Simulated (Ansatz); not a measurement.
# KI (Fm-3m): band gap by G0W0 on PBE, part 2 of 2

Wanted: the gap of KI (Fm-3m) with a many-body correction, and the time that it takes.

Ansatz 0.2.0; PBE, then G0W0 on it, plane waves, PAW. Known limits of the many-body steps: finite bands, screening cutoff and k mesh; no spin-orbit coupling in G0W0.

So far. Step 2 (Bands along the symmetry lines): Over mesh and path the gap is 3.967 eV, direct, at k = Γ. Step 3 (One-shot GW): Over all 8 irreducible mesh points the G0W0 gap is 6.147 eV, direct, at k = Γ. The PBE gap of this run on the mesh is 3.967 eV. The two states that bound the G0W0 gap lie that far apart at the start, so the correction of the gap is 6.147 − 3.967 = +2.180 eV. The start of this run differs from the step before in mesh (6×6×6 and 4×4×4).

In doubt: masses and optical values from hybrid runs of this build are listed as unsure (in some of the runs), which bears on the screening that GW takes from such a start.

**4. Spin-orbit coupling**

This run has two-component orbitals with spin-orbit coupling.

This step: DFT, PBE with spin-orbit coupling, plane waves, PAW.

File input.yaml:

```yaml
crystal:
  lattice:
    - [0.0, 3.532775, 3.532775]
    - [3.532775, 0.0, 3.532775]
    - [3.532775, 3.532775, 0.0]
  atoms:
    - { symbol: K, position: [0.0, 0.0, 0.0] }
    - { symbol: I, position: [0.5, 0.5, 0.5] }
kpoints:
  mp_grid: { grid: [6, 6, 6] }
  band_path:
    path:
      - [0.0, 0.0, 0.0]
      - [0.5, 0.0, 0.5]
      - [0.625, 0.25, 0.625]
      - [0.375, 0.375, 0.75]
      - [0.5, 0.5, 0.5]
      - [0.5, 0.25, 0.75]
    npoints: 1
hamiltonian:
  xc: pbe
scf:
  occupations: { method: fixed }
  n_extra_bands: 8
magnetization:
  noncollinear: true
  spin_orbit: true
output:
  eigenvalues: true
  write_density: true
  write_potential: true
  elf: true
  volumetric_format: npy
```

On the command line:

```bash
> ansatz run input.yaml --threads 3 --pin off --max-ram 92160MiB --backend cuda --events-out ev --progress --plain --runs-dir out --devices 1 --max-vram 13GiB
```

Numbers of over 12 decimals in the logs are rounded to 6 here.

Log:

```text
[...]
GPUs: using 1 of 1 available (devices: 1).
[...]
non-collinear run that drives no moment, with spin-orbit: no starting moment large enough to seed its density (crystal.atoms[].spin), no starting occupations that ask for one, no magnetisation constraint and no magnetic field, so the semilocal B_xc is pinned to zero
[...]
GPU FFT provider: cuFFT
GPU libraries: cuBLAS 13.8.2, cuFFT 12.4.0, cuSOLVER 12.3.4
Crystal: 2 atoms, lattice volume = 88.182 Å³
Basis set: ecut = 420 eV, 1759 PW (Γ)
Bands: 34, of which v1, the nominal top of the filled ones, is band 26 counted from 1 (25 counted from 0)
Symmetry: 48 space group operations + 48 with time reversal
[...]
k-points: 16 of 216
Projection manifold: j_resolved (fully-relativistic pseudo-atomic orbitals)
[...]
GPU buffer pool allocated for 46656 grid points (all kernels)
[...]
SCF iter   1: F=—  HF=-9057.953073 eV  |F-HF|=—  |Δ(HF+E_count)|=         —  Δρ=4.05e-2  dr2=2.73e0  dr2_m=0.00e0 (ungated)  ethr=3.10e-3  |M|=0.00e0 ∫|m|=0.00e0 μB  |m|>n=0.0e0 m-floor=0.0e0 τ_xc=0.0e0  β_m=0.30  ⟨swp⟩=10.1  Hψ=1407  notcnv=0  defer=68
[...]
SCF iter   7: F=-9056.746622 eV  HF=-9056.746622 eV  |F-HF|=5.36e-9  |Δ(HF+E_count)|=   1.90e-7  Δρ=3.23e-6  dr2=7.90e-9  dr2_m=0.00e0 (ungated)  ethr=3.85e-10  |M|=0.00e0 ∫|m|=0.00e0 μB  |m|>n=0.0e0 m-floor=0.0e0 τ_xc=0.0e0  ⟨swp⟩=18.3  Hψ=1859  notcnv=0
SCF 1 converged in 7 iterations: F = -9056.746622 eV  dr2 = 7.90e-9
[...]
SCF converged after 7 iterations
Magnetization: |M| = 0.0000 μB,  M = (+0.0000, +0.0000, +0.0000) μB
Absolute magnetization: 0.0000 μB (∫|m|)
  site 0: m = (+0.0000, +0.0000, +0.0000) μB, |m| = 0.0000 μB  (R = 1.46 Å)
  site 1: m = (+0.0000, +0.0000, +0.0000) μB, |m| = 0.0000 μB  (R = 1.46 Å)
Free energy (F): -9056.746622 eV
[...]
Internal energy: -9056.746622 eV  (E = F + TS)
E sigma→0 (E₀):  -9056.746622 eV
Fermi energy:    2.586199 eV
[...]
--- Band table (eV; the first three rows and the last of 16) ---
  k-point 0: bands = [... 22 lower, 2.5862, 2.5862, 2.5862, 2.5862, 6.2326, 6.2326, 8.7666, 8.7666, ... 4 higher]
  k-point 1: bands = [... 22 lower, 2.2676, 2.2676, 2.4875, 2.4875, 6.8568, 6.8568, 8.6893, 8.6893, ... 4 higher]
  k-point 2: bands = [... 22 lower, 1.8904, 1.8904, 2.3060, 2.3060, 7.6186, 7.6186, 9.2805, 9.2805, ... 4 higher]
  k-point 15: bands = [... 22 lower, 1.7781, 1.7781, 1.9873, 1.9873, 7.9342, 7.9342, 8.6643, 8.6643, ... 4 higher]
```

Elapsed: 8.8 s, on 1 × NVIDIA H100 80GB HBM3 (shared by 6 runs) with 3 threads of AMD EPYC 7R13 (Zen 3), shared host; peak memory 0.99 GiB.

This step gave:

* gap: 3.646 eV
* valence top at: Γ
* conduction bottom at: Γ
* least direct gap: 3.646 eV

Over mesh and listed points the gap is 3.646 eV, direct, at k = Γ. PBE+SOC against PBE: 3.646 − 3.967 = −0.321 eV, with the same mesh, set of files (read in its fully relativistic form for the spin-orbit run) and cutoff, and both edges at the same k points. The spin-orbit run sees mesh and listed points alone, so its gap is an upper bound: the coupling can move an edge off these points, and the change over the zone, its sign included where it is small, is not known.

**5. Side by side**

Each gap is the least one over the points named; times are wall times on shared hosts, not benchmarks. A G0W0 time includes the run's own self-consistent start. Runs with listed points see these and the mesh alone, so an edge that moves elsewhere is missed. Rows marked * are further runs, not shown as steps, whose inputs differ from the G0W0 step on the same start in the columns given; solver thresholds can differ too.

```csv
level,mesh,"files, cutoff","bands summed, screening",points,gap (eV),valence top,conduction bottom,least direct gap (eV),time
PBE,6×6×6,"soft_2 PAW, 420 eV",-,mesh and path,3.967,Γ,Γ,3.967,8 s
PBE+SOC,6×6×6,"soft_2 PAW, 420 eV",-,mesh and listed points,3.646,Γ,Γ,3.646,8.8 s
G0W0@PBE*,4×4×4,"soft_2 PAW, 420 eV","106, 60 eV",all 8 irreducible mesh points,5.852,Γ,Γ,5.852,10 s
G0W0@PBE*,4×4×4,"soft_2 PAW, 420 eV","276, 120 eV",all 8 irreducible mesh points,6.080,Γ,Γ,6.080,9.9 s
G0W0@PBE,4×4×4,"soft_2 PAW, 420 eV","579, 200 eV",all 8 irreducible mesh points,6.147,Γ,Γ,6.147,26 s
G0W0@PBE*,4×4×4,"soft_2 PAW, 420 eV","276, 120 eV, plasmon pole",all 8 irreducible mesh points,6.093,Γ,Γ,6.093,14 s
```

**6. Summary of results**

| Quantity | Value |
| --- | --- |
| PBE gap over mesh and path | 3.967 eV, direct, at k = Γ |
| G0W0@PBE gap over all 8 irreducible mesh points | 6.147 eV, direct, at k = Γ |
| PBE+SOC gap over mesh and listed points | 3.646 eV |
| estimated limit in bands and cutoff, on this mesh | 6.208 eV |
| GW settings | 4×4×4 mesh, 566 empty bands, screening to 200 eV |
| known limits | finite bands, screening cutoff and k mesh; no spin-orbit coupling in G0W0 |

Over all 8 irreducible mesh points the G0W0 gap is 6.147 eV, direct, at k = Γ. The PBE gap of this run on the mesh is 3.967 eV. The two states that bound the G0W0 gap lie that far apart at the start, so the correction of the gap is 6.147 − 3.967 = +2.180 eV. The valence state moves by 0.483 − 2.268 = −1.785 eV and the conduction state by 6.630 − 6.234 = +0.396 eV, on the run's own scale; with 106 bands the edge states move by −1.290 and +0.595 eV, so the split between the edges depends on the bands and cutoff. Both edges that PBE shows over mesh and path lie at k points where levels were corrected. Levels at other points were not corrected, so a lower G0W0 gap elsewhere in the zone is not ruled out. From 106 bands and 60 eV to 579 bands and 200 eV the gap moves by 6.147 − 5.852 = +0.295 eV (rung by rung 5.852, 6.080, 6.147 eV); bands and screening cutoff rise together, so their parts are not told apart. A line in one over the bands through the two highest rungs gives 6.147 + (6.147 − 6.080) × 276 / (579 − 276) = 6.208 eV, and through the pair below 6.080 + (6.080 − 5.852) × 106 / (276 − 106) = 6.222 eV. The two agree within 0.03 eV and the same two states bound the gap in each rung, so 6.208 eV is taken as an estimate of the limit on this mesh. With the plasmon pole model in place of the contour deformation model and all else as in the G0W0@PBE row with 276 bands, the gap differs by 6.093 − 6.080 = +0.013 eV. G0W0 on other starts in this series, not shown as steps and not all at these settings: 6.557 eV on HSE06 (4×4×4, soft_2 PAW, 276 bands, 120 eV) and 5.883 eV on LDA (4×4×4, soft_2 PAW, 276 bands, 120 eV). PBE+SOC against PBE: 3.646 − 3.967 = −0.321 eV, with the same mesh, set of files (read in its fully relativistic form for the spin-orbit run) and cutoff, and both edges at the same k points. The spin-orbit run sees mesh and listed points alone, so its gap is an upper bound: the coupling can move an edge off these points, and the change over the zone, its sign included where it is small, is not known. What spin-orbit coupling does to the G0W0 levels was not computed, so no sum with the G0W0 gap is formed. The G0W0 runs are scalar-relativistic. No pair of G0W0 runs that differ in the mesh alone is shown (4×4×4 is a supercell whose nearest images lie 20 Å apart), so the error from the mesh is not known here. G0W0@PBE runs of this series with other atomic data on the same mesh, not shown as steps, give 6.083 eV (hard PAW, 520 eV, 276 bands, screening to 120 eV; the table's row with the same empty bands and screening cutoff has 6.080 eV); where bands and cutoffs differ too, the part of the files is not isolated.

[Paths, hosts, dates, memory and timing lines, banners, echoed tables and standing remarks are left out of the program output.]

[Logs are printed without paths, hosts, clocks, repeated set-up lines and the standing remarks that a program may print on its own settings, such as how far it seeks lower states.]

[Runs of the session that timed out or met a known fault of the program may be left out.]

[Cells called generated may have been cut or substituted from an entry of the Crystallography Open Database or the Materials Project.]

[Hosts, paths, dates, database ids (printed as entryN), source tags and the programs' standing remarks are cut or masked in the printed files.]

[Where an RPA ε∞ is given, it is that of the G0W0 mesh and is not shown converged in it. Names of k-points follow the symmetry that the program found, which can be lower than the space group named. Band edges on a path are those of the sampled points; other points can move an edge, and change direct to indirect where valleys lie close.]

[Hybrid gaps are those of their k-mesh and are not shown converged in it.]
